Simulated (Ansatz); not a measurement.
# WSi2: which shell does photoemission see at 21.2 and 150 eV? (r²SCAN)

The valence band of WSi2 mixes several shells. Work out by hand which one leads the spectrum's area at each photon energy.

Filled states come from the projected DOS of Ansatz 0.2.0 (r²SCAN, plane waves); cross sections σ and asymmetry parameters β are those of free atoms in a Dirac–Hartree–Slater calculation. A shell's area is states × σ × angular factor, which is 1 − β·P₂(cos θ)/2 for unpolarised light, with θ = 60° from the beam and P₂ = -0.125.

**At 21.2 eV** (states counted from 11.2 eV below the zero; other shells add 0.32 to the products' sum of 94.1):

```
shell  filled states a cell  cross section (Mb an electron)     β  angular factor  product  share by hand (%)  share in the simulated spectrum (%)
 W 5d                 16.16                            5.51  0.32            1.02     90.9                 97                                   97
Si 3s                  4.57                           0.129  2.00            1.12    0.663                  1                                    1
Si 3p                 14.41                           0.148  0.75            1.05     2.23                  2                                    2
```

**At 150 eV** (states counted from 16.8 eV below the zero; other shells add 0.013 to the products' sum of 1.13):

| shell | filled states a cell | cross section (Mb an electron) | β | angular factor | product | share by hand (%) | share in the simulated spectrum (%) |
| --- | --- | --- | --- | --- | --- | --- | --- |
| W 5d | 16.47 | 0.0116 | 1.48 | 1.09 | 0.209 | 18 | 18 |
| Si 3s | 6.96 | 0.0407 | 2.00 | 1.12 | 0.319 | 28 | 28 |
| Si 3p | 15.86 | 0.0341 | 1.60 | 1.10 | 0.594 | 52 | 52 |

W 5d leads at 21.2 eV and Si 3p at 150 eV. Between the two energies σ of W 5d changes by a factor 0.0021 and that of Si 3p by 0.23, so their ratio moves 109-fold in favour of the second. The simulated spectrum uses the same rule on the energy-resolved DOS, so the two share columns agree within a few points.

Only crystals where the two columns agree within 4 points and the lead is clear are worked in this form. Free-atom cross sections ignore the solid's final states, no escape depth or background enters, and the count of states a shell hangs on the projection.

[Logs are printed without paths, hosts, clocks, repeated set-up lines and the standing remarks that a program may print on its own settings, such as how far it seeks lower states.]
